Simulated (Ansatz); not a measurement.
Polymorphs of GaN told apart by optics

Method, alike for all: Ansatz, LDA, independent particles, without spin-orbit coupling, line width 0.1 eV (Gaussian).

Structure 1:

The structure is cubic, space group F-43m (No. 216). The conventional cell has a = 4.507 Å, b = 4.507 Å, c = 4.507 Å, α = 90.00°, β = 90.00°, γ = 90.00°. Ga on site a is surrounded by 4 N at 1.95 Å. N on site d has 4 Ga at 1.95 Å as nearest neighbours.

Structure 2:

Symmetry: P6_3mc, No. 186, hexagonal system. Conventional cell: a = 3.180 Å, b = 3.180 Å, c = 5.166 Å, α = 90.00°, β = 90.00°, γ = 120.00°. Ga on site b has 4 N at 1.94 to 1.95 Å as nearest neighbours. N on site b is surrounded by 4 Ga at 1.94 to 1.95 Å.

Spectrum A:

| E (eV) | Im ε |
| --- | --- |
| 0.00 | 0.00 |
| 0.50 | 0.00 |
| 1.00 | 0.00 |
| 1.50 | 0.00 |
| 2.00 | 0.92 |
| 2.50 | 1.33 |
| 3.00 | 1.54 |
| 3.50 | 1.72 |
| 4.00 | 1.93 |
| 4.50 | 2.23 |
| 5.00 | 2.79 |
| 5.50 | 4.87 |
| 6.00 | 5.45 |
| 6.50 | 8.46 |
| 7.00 | 8.67 |
| 7.50 | 8.19 |
| 8.00 | 4.41 |
| 8.50 | 3.79 |
| 9.00 | 9.01 |
| 9.50 | 7.26 |
| 10.00 | 5.18 |

Spectrum B:

E (eV), Im ε and a bar:
```
     0.00       0.00 
     0.25       0.00 
     0.50       0.00 
     0.75       0.00 
     1.00       0.00 
     1.25       0.00 
     1.50       0.00 
     1.75       0.00 
     2.00       0.28 #
     2.25       0.86 ###
     2.50       1.08 ###
     2.75       1.21 ####
     3.00       1.29 ####
     3.25       1.36 ####
     3.50       1.42 ####
     3.75       1.47 #####
     4.00       1.54 #####
     4.25       1.62 #####
     4.50       1.75 ######
     4.75       1.94 ######
     5.00       2.29 #######
     5.25       3.44 ###########
     5.50       5.84 ##################
     5.75       6.50 #####################
     6.00       5.77 ##################
     6.25       6.32 ####################
     6.50       8.73 ############################
     6.75       7.65 ########################
     7.00       6.33 ####################
     7.25       6.20 ####################
     7.50       7.45 ########################
     7.75       9.48 ##############################
     8.00       8.78 ############################
     8.25       6.51 #####################
     8.50       5.07 ################
     8.75       6.77 #####################
     9.00       7.19 #######################
     9.25       6.18 ####################
     9.50       6.68 #####################
     9.75       5.47 #################
    10.00       4.46 ##############
```

Problem. Match each spectrum to its structure.

Solution. A is structure 1 (F-43m, 11.4 Å³ an atom): least direct gap 1.73 eV, ε∞ = 6.19 along the first axis, strongest peak along the first axis at 8.86 eV. B is structure 2 (P6_3mc, 11.3 Å³ an atom): least direct gap 1.97 eV, ε∞ = 5.99 along the first axis, strongest peak along the first axis at 7.74 eV.

[Logs are printed without paths, hosts, clocks, repeated set-up lines and the standing remarks that a program may print on its own settings, such as how far it seeks lower states.]
